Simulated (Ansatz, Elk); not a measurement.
# How far do independent atoms describe InW?

The structure of InW used here is made up (a known structure type with other elements) and was relaxed beforehand with r2SCAN. The aim is the Fourier transform of its all-electron density, F(hkl), set beside the sum over free spherical atoms that refinements use.

Program: Elk 11.2.3 (patched build). Level of theory: DFT, PBE, all-electron APW+lo, Dirac cores, scalar-relativistic bands, static density, no spin. Results are calculated unless marked as measured.

The structure was built from a prototype and need not be the compound's stable phase.

**1. The structure**

The structure is cubic, space group Pm-3m (No. 221). Conventional cell: a = 3.291 Å, b = 3.291 Å, c = 3.291 Å, α = 90.00°, β = 90.00°, γ = 90.00°. Nearest to W lie 8 In at 2.85 Å. Nearest to In lie 8 W at 2.85 Å. Farther neighbours are not listed.

Coordinates:

```cif
data_structure
_symmetry_space_group_name_H-M 'Pm-3m'
_symmetry_Int_Tables_number 221
_cell_length_a 3.2910
_cell_length_b 3.2910
_cell_length_c 3.2910
_cell_angle_alpha 90.000
_cell_angle_beta 90.000
_cell_angle_gamma 90.000
_cell_volume 35.64
loop_
_atom_site_label
_atom_site_type_symbol
_atom_site_symmetry_multiplicity
_atom_site_Wyckoff_symbol
_atom_site_fract_x
_atom_site_fract_y
_atom_site_fract_z
_atom_site_occupancy
W1 W 1 a 0.00000 0.00000 0.00000 1
In1 In 1 b 0.50000 0.50000 0.50000 1
```

**2. Ground state and structure factors**

An all-electron density is needed, since X-rays see the cores too. Task 0 finds the density and task 195 Fourier-transforms it; tshift is off so that phases refer to the origin typed.

elk.in

```
tasks
  0
  195

xctype
  20

spinpol
  .false.

rgkmax
  7.0

gmaxvr
  14.0

lmaxo
  7

lmaxapw
  8

swidth
  0.002

tshift
  .false.

ramdisk
  .false.

hmaxvr
  5.5

maxscl
  120

epspot
  1e-06

sppath
  './'

avec
  6.21914003871 -0.00000000000 -0.00000000000
  -0.00000000000 6.21914003871 0.00000000000
  -0.00000000000 0.00000000000 6.21914003871

atoms
  2
  'W.in'
  1
  -0.0000000000 0.0000000000 -0.0000000000   0.000000 0.000000 0.000000
  'In.in'
  1
  0.5000000000 0.5000000000 0.5000000000   0.000000 0.000000 0.000000

ngridk
  7 7 7
```

On the command line:

```
OMP_NUM_THREADS=4 elk
```

Numbers of over 12 decimals in the logs are rounded to 6 here.

What it wrote:

```text
┌─────────────────────────┐
│ Elk code version 11.2.3 │
└─────────────────────────┘

All units are atomic (Hartree, Bohr, etc.)

┌─────────────────────────────────────────────────┐
│ Ground-state run starting from atomic densities │
└─────────────────────────────────────────────────┘

Lattice vectors :
   6.219140039      -0.000000000      -0.000000000
  -0.000000000       6.219140039       0.000000000
  -0.000000000       0.000000000       6.219140039

Reciprocal lattice vectors :
   1.010298091       0.000000000       0.000000000
   0.000000000       1.010298091       0.000000000
   0.000000000       0.000000000       1.010298091

Unit cell volume      :    240.5420502
Brillouin zone volume :    1.031213516

Muffin-tin inner radius fraction :   0.1000000000E-01

Nuclei treated as point charges

Species : 1 (W)
 parameters loaded from : W.in
 name : tungsten
 nuclear charge    :   -74.00000000
 electronic charge :    74.00000000
 atomic mass :    335119.8193
 muffin-tin radius :    2.766780211
 number of radial points in muffin-tin :   1393
 inner part over the whole radius :   0.9937815088E-02
 number on inner part of muffin-tin    :    999
 approximate nuclear radius :   0.1010025921E-03
 number of mesh points to nuclear radius :    520
 atomic positions (lattice), magnetic fields (Cartesian) :
  1 :   0.00000000  0.00000000  0.00000000    0.00000000  0.00000000  0.00000000

Species : 2 (In)
 parameters loaded from : In.in
 name : indium
 nuclear charge    :   -49.00000000
 electronic charge :    49.00000000
 atomic mass :    209300.4102
 muffin-tin radius :    2.569153053
 number of radial points in muffin-tin :   1193
 inner part over the whole radius :   0.9977358143E-02
 number on inner part of muffin-tin    :    850
 approximate nuclear radius :   0.8768807633E-04
 number of mesh points to nuclear radius :    427
 atomic positions (lattice), magnetic fields (Cartesian) :
  1 :   0.50000000  0.50000000  0.50000000    0.00000000  0.00000000  0.00000000

Total number of atoms per unit cell :    2
Total muffin-tin volume :    159.7509091
 ratio of muffin-tin to unit cell volume :   0.6641288247

Spin treatment :
 spin-unpolarised

Number of Bravais lattice symmetries :   48
Number of crystal symmetries         :   48
Crystal has inversion symmetry
Real symmetric eigensolver will be used

k-point grid :      7     7     7
k-point offset :    0.000000000       0.000000000       0.000000000
k-point set is reduced with full crystal symmetry group
Total number of k-points :       20

Muffin-tin radius times maximum |G+k| :    7.000000000
 using average radius
Maximum |G+k| for APW functions       :    2.623720971
Maximum (1/2)|G+k|²                   :    3.441955866
Maximum |G| for potential and density :    14.00000000
Constant for pseudocharge density :   10
 order of it for each species :   17  17
 order of it for pair densities of each species (exact exchange by exxq0 0: 18) :   10   9
Radial integration step length :    1

G-vector grid sizes :     28    28    28
Number of G-vectors :    11075

Maximum angular momentum used for
 APW functions            :    8
 outer part of muffin-tin :    7
 inner part of muffin-tin :    2

Total nuclear charge    :   -123.0000000
Total core charge       :    76.00000000
Total valence charge    :    47.00000000
Total excess charge     :    0.000000000
Total electronic charge :    123.0000000

Effective Wigner radius, rₛ :   0.7757690145

Number of empty states         :      8
Total number of valence states :     32
Total number of core states    :     76

Third-order local-orbitals added for an l without core states : T
Total number of local-orbitals :     56

Exchange-correlation functional :     20     0     0
 Perdew-Burke-Ernzerhof, Phys. Rev. Lett. 77, 3865 (1996)
 gradient requirement :    1
 generalised gradient approximation (GGA)

Smearing type :    3
 Fermi-Dirac
Smearing width :   0.2000000000E-02
Effective electronic temperature (K) :    631.5500496

Mixing type :    3
[...]
xc potential                :     -636.17607505565
 exchange                    :     -477.98955844943
 correlation                 :     -7.165658
 electron entropic           :    -0.71759546922707E-03
 total energy                :     -22049.961349256

Density of states at Fermi energy :    52.10972834
 (states/Hartree/unit cell)

Estimated indirect band gap :   0.8261552402E-02
 from k-point 8 to k-point 15
Estimated direct band gap   :   0.2468349513E-01
 at k-point 5

Charges :
 core                        :    76.00000000
 valence                     :    47.00000000
 interstitial                :    2.755904294
 muffin-tins (core leakage)
  species : 1 (W)
   atom 1                    :    72.67135684     ( -0.2036504441E-06)
  species : 2 (In)
   atom 1                    :    47.57273886     (  0.1671552260E-03)
 total in muffin-tins        :    120.2440957
 total calculated charge     :    122.9993268
 total charge                :    123.0000000
 error                       :   0.6732279094E-03

RMS change in Kohn-Sham potential (target) :   0.1112370846     (  0.1000000000E-05)
Absolute change in total energy (target)   :   0.1629358580     (  0.1000000000E-03)

[... loops 3 to 14 left out ...]

┌──────────────────┐
│ Loop number : 15 │
└──────────────────┘

Energies :
 Fermi                       :     0.373322
 sum of occupied eigenvalues :     -13433.413095685
 electron kinetic            :      24395.059351940
 core electron kinetic       :      23544.492807722
 Coulomb                     :     -45958.888547868
 Coulomb potential           :     -37193.840987982
 nuclear-nuclear             :     -2264.3831563122
 electron-nuclear            :     -50253.727074845
 Hartree                     :      6559.2216832893
 Madelung                    :     -27361.968053877
 xc potential                :     -634.63145964236
 exchange                    :     -478.31413664735
 correlation                 :     -7.166499
 electron entropic           :    -0.76212539567488E-03
 total energy                :     -22049.310593981

Density of states at Fermi energy :    55.24076785
 (states/Hartree/unit cell)

Estimated indirect band gap :   0.7965618325E-02
 from k-point 17 to k-point 15
Estimated direct band gap   :   0.2264738510E-01
 at k-point 5

Charges :
 core                        :    76.00000000
 valence                     :    47.00000000
 interstitial                :    2.629906905
 muffin-tins (core leakage)
  species : 1 (W)
   atom 1                    :    72.75152970     ( -0.2090390439E-06)
  species : 2 (In)
   atom 1                    :    47.61856339     (  0.1575209480E-03)
 total in muffin-tins        :    120.3700931
 total calculated charge     :    122.9993817
 total charge                :    123.0000000
 error                       :   0.6182792926E-03

RMS change in Kohn-Sham potential (target) :   0.9449070527E-07 (  0.1000000000E-05)
Absolute change in total energy (target)   :   0.3056539208E-04 (  0.1000000000E-03)

Convergence targets achieved

┌──────────────────┐
│ Loop number : 16 │
└──────────────────┘

Energies :
 Fermi                       :     0.373322
 sum of occupied eigenvalues :     -13433.413100374
 electron kinetic            :      24395.059348247
 core electron kinetic       :      23544.492805581
 Coulomb                     :     -45958.888548435
 Coulomb potential           :     -37193.840987203
 nuclear-nuclear             :     -2264.3831563122
 electron-nuclear            :     -50253.727077235
 Hartree                     :      6559.2216851124
 Madelung                    :     -27361.968054833
 xc potential                :     -634.63146141750
 exchange                    :     -478.31413667970
 correlation                 :     -7.166499
 electron entropic           :    -0.76212539700843E-03
 total energy                :     -22049.310598269

Density of states at Fermi energy :    55.24077034
 (states/Hartree/unit cell)

Estimated indirect band gap :   0.7965614821E-02
 from k-point 17 to k-point 15
Estimated direct band gap   :   0.2264738361E-01
 at k-point 5

Charges :
 core                        :    76.00000000
 valence                     :    47.00000000
 interstitial                :    2.629906746
 muffin-tins (core leakage)
  species : 1 (W)
   atom 1                    :    72.75152973     ( -0.2090375730E-06)
  species : 2 (In)
   atom 1                    :    47.61856353     (  0.1575209502E-03)
 total in muffin-tins        :    120.3700933
 total calculated charge     :    122.9993817
 total charge                :    123.0000000
 error                       :   0.6182792806E-03

┌──────────────────────────────┐
│ Self-consistent loop stopped │
└──────────────────────────────┘

Warning : core states of species 2 leak from the muffin-tin :   0.1575209502E-03

Wrote STATE.OUT
```

Run time: 10 s. Hardware: 4 threads of Arm Neoverse V2, shared host; peak memory 0.16 GiB.

SFACRHO.OUT:

```text

h k l indices transformed by vhmat matrix:
   1.000000000       0.000000000       0.000000000    
   0.000000000       1.000000000       0.000000000    
   0.000000000       0.000000000       1.000000000    

      h      k      l  multipl.   |H|            Re(F)            Im(F)           |F|

      0      0      0      1   0.0000000       123.00000      0.89506020E-18   123.00000    
     -1      0      0      6   1.0102981       23.548966     -0.23484676E-13   23.548966    
      0     -1      1     12   1.4287773       99.867585      0.60259146E-14   99.867585    
     -1     -1      1      8   1.7498876       21.892581     -0.20407689E-13   21.892581    
     -2      0      0      6   2.0205962       89.043876      0.38388097E-13   89.043876    
      1      0      2     24   2.2590952       20.869691      0.68830392E-13   20.869691    
      1      1      2     24   2.4747148       81.373537     -0.69261505E-13   81.373537    
      0     -2      2     12   2.8575545       75.483577      0.88016589E-14   75.483577    
     -1     -2      2     24   3.0308943       18.927663     -0.39290052E-13   18.927663    
      0     -3      0      6   3.0308943       18.973265     -0.98694699E-14   18.973265    
     -3      0      1     24   3.1948431       70.800603      0.63563946E-14   70.800603    
     -3     -1     -1     24   3.3507797       18.099203     -0.60476247E-13   18.099203    
      2     -2      2      8   3.4997752       66.910995     -0.60233685E-14   66.910995    
      2      3      0     24   3.6426816       17.294957      0.14680107E-13   17.294957    
     -1      2      3     48   3.7801893       63.698913     -0.53006742E-13   63.698913    
      0      4      0      6   4.0411924       60.976449     -0.50805198E-13   60.976449    
     -2      2      3     24   4.1655657       15.814331      0.47045003E-13   15.814331    
      4      0      1     24   4.1655657       15.827535      0.52456655E-13   15.827535
```

Elk indexes on the primitive cell of elk.in and gives |H| = 4π sin θ/λ in inverse bohr. Below, one row stands for each form hkl of the conventional cell (m members, Friedel mates merged), F is for one primitive cell and the density is static (no thermal factor). Free-atom factors are Waasmaier and Kirfel's, and R is Σm||F|−|F'||/Σm|F|.

```tsv
hkl	m	sin θ/λ (Å⁻¹)	abs F, DFT	neutral atoms	diff.
100	6	0.152	23.549	23.515	+0.034
110	12	0.215	99.868	100.209	-0.341
111	8	0.263	21.893	22.035	-0.143
200	6	0.304	89.044	89.174	-0.131
210	24	0.340	20.870	20.916	-0.047
211	24	0.372	81.374	81.395	-0.021
220	12	0.430	75.484	75.458	+0.025
221	24	0.456	18.928	19.006	-0.078
300	6	0.456	18.973	19.006	-0.032
310	24	0.480	70.801	70.756	+0.044
311	24	0.504	18.099	18.179	-0.080
222	8	0.526	66.911	66.927	-0.016
320	24	0.548	17.295	17.400	-0.105
321	48	0.569	63.699	63.730	-0.032
400	6	0.608	60.976	61.004	-0.027
322	24	0.626	15.814	15.933	-0.119
410	24	0.626	15.828	15.933	-0.106
411	24	0.645	58.565	58.633	-0.068
330	12	0.645	58.548	58.633	-0.085
331	24	0.662	15.137	15.241	-0.104
420	24	0.679	56.442	56.536	-0.094
421	48	0.696	14.492	14.577	-0.085
```

**3. The highest occupied states alone**

An energy window below the Fermi level keeps the highest occupied states, to see at which angles they scatter; shallow core shells can lie inside it and anion s states outside. No new self-consistency is needed.

Edit elk.in of step 2 so:

```diff
@@ -1,3 +1,2 @@
 tasks
-  0
   195
@@ -40,2 +39,5 @@
 
+wsfac
+  0.005830 0.673320
+
 sppath
```

On the command line:

```
OMP_NUM_THREADS=4 elk
```

What it wrote:

```text
┌─────────────────────────────────┐
│ Elk code version 11.2.3 started │
└─────────────────────────────────┘

Info(readinput): the functional depends on the density's gradient
 muffin-tin radial points multiplied by    2.00000
 (not where nrmtscf is given)

┌────────────────────┐
│ Current task : 195 │
└────────────────────┘
Info(checkmt): changed muffin-tin radius of species 1 (W) from   2.8000 to   2.7668
Info(checkmt): changed muffin-tin radius of species 2 (In) from   2.6000 to   2.5692

Info(sfacrho): density structure factors written to SFACRHO.OUT

 Energy window :   0.5830000000E-02  0.6733200000

┌──────────────────┐
│ Elk code stopped │
└──────────────────┘
```

The job ended after 3.3 s (4 threads; peak memory 0.17 GiB; 5.4 s of CPU time).

States within 10 eV below the Fermi level hold 8.96 electrons; any levels below the window count with the cores. Their amplitudes can exceed the total, where window and core parts have opposite phase:

```tsv
hkl	sin θ/λ (Å⁻¹)	abs F, window	abs F, all
100	0.152	1.385	23.549
110	0.215	0.694	99.868
111	0.263	0.230	21.893
200	0.304	0.131	89.044
210	0.340	0.020	20.870
211	0.372	0.041	81.374
220	0.430	0.026	75.484
221	0.456	0.161	18.928
300	0.456	0.115	18.973
310	0.480	0.042	70.801
```

(Part 1 of 2 ends here.)

[Logs are printed without paths, hosts, clocks, repeated set-up lines and the standing remarks that a program may print on its own settings, such as how far it seeks lower states.]

[Hosts, paths, dates, database ids (printed as entryN), source tags and the programs' standing remarks are cut or masked in the printed files.]
